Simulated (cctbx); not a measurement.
# Diagnosing a refinement

Cell a = 4.2420 Å, b = 4.2420 Å, c = 11.1130 Å, α = 90.00°, β = 90.00°, γ = 90.00°; space group I4/mmm (no. 139).

The data are simulated with cctbx, not measured: Mo Kα, λ = 0.71073 Å, to d = 0.77 Å, 50 % of the full sphere, strongest reflection 5000 counts, noise from counting, a 2 % proportional error and a noise floor of 2 counts (s.d.); no absorption.

An anisotropic refinement with weights 1/σ² prints:

```text
Rint 0.032, 88 unique reflections to 0.77 A
cycle     R1     wR2    GooF  max shift (A)
   1  0.2620  0.5091  22.892   0.00000
   2  0.2562  0.4932  22.176   0.00000
final R1 0.2562 wR2 0.4932 GooF 22.176  parameters 4  data/parameter 22.0
atom        x        y        z      Ueq    occ   su(xyz)  su(Uiso or U11)
Tm1    0.00000  0.00000  0.00000   0.0051  1.000  0.00000  0.0042
Cd1    0.00000  0.50000  0.25000  -0.0005  1.000  0.00000  0.0045  NPD
difference map: max 84.02 min -18.62 rms 4.87
Q1    0.0000  0.0000  0.3805    4   84.48  2.57 A from Cd1
Q2    0.0000  0.0000  0.0000    2   48.69  0.00 A from Tm1
Q3    0.0000  0.5000  0.2500    4   26.68  0.00 A from Cd1
Q4    0.0000  0.5000  0.1281    8   10.60  1.36 A from Cd1
Q5    0.0000  0.5000  0.0000    4    7.35  2.12 A from Tm1
Q6    0.1308  0.2798  0.5000   16    4.50  1.82 A from Tm1
```

Q: Accept it or mend it, and why?

Mend it. The fault: an atom left out, Ti at (0, 0, 0.3798). Against the right model at the same level, R1 goes from 0.0116 to 0.2562 and GooF from 1.05 to 22.18, the top difference peak, 84.5 e/Å³, lies 2.57 Å from Cd1 and Cd1 goes non-positive-definite. Q1 is the missing atom. With scattering power missing, scale and phases suffer, so peaks may also grow on the heavy atoms.

The compound is TmTi2Cd2. The right model at the same level gives:

```text
Rint 0.032, 88 unique reflections to 0.77 A
cycle     R1     wR2    GooF  max shift (A)
   1  0.0125  0.0249   1.141   0.00029
   2  0.0116  0.0230   1.054   0.00000
final R1 0.0116 wR2 0.0230 GooF 1.054  parameters 7  data/parameter 12.6
atom        x        y        z      Ueq    occ   su(xyz)  su(Uiso or U11)
Tm1    0.00000  0.00000  0.00000   0.0072  1.000  0.00000  0.0002
Cd1    0.00000  0.50000  0.25000   0.0074  1.000  0.00000  0.0002
Ti1    0.00000  0.00000  0.37977   0.0087  1.000  0.00014  0.0004
difference map: max 0.59 min -0.86 rms 0.17
Q1    0.0000  0.1496  0.3336   16    0.62  0.82 A from Ti1
Q2    0.0000  0.1788  0.1031   16    0.51  1.37 A from Tm1
Q3    0.1083  0.3572  0.3880   32    0.50  1.59 A from Ti1
Q4    0.2500  0.2500  0.2500    8    0.48  1.50 A from Cd1
Q5    0.0000  0.2263  0.1917   16    0.43  1.33 A from Cd1
Q6    0.2085  0.2085  0.0000    8    0.40  1.25 A from Tm1
```

This is a model crystal, built by substitution and not relaxed, with assumed displacement parameters.

[Middle refinement cycles are left out of these outputs.]

[Logs are printed without paths, hosts, clocks, repeated set-up lines and the standing remarks that a program may print on its own settings, such as how far it seeks lower states.]
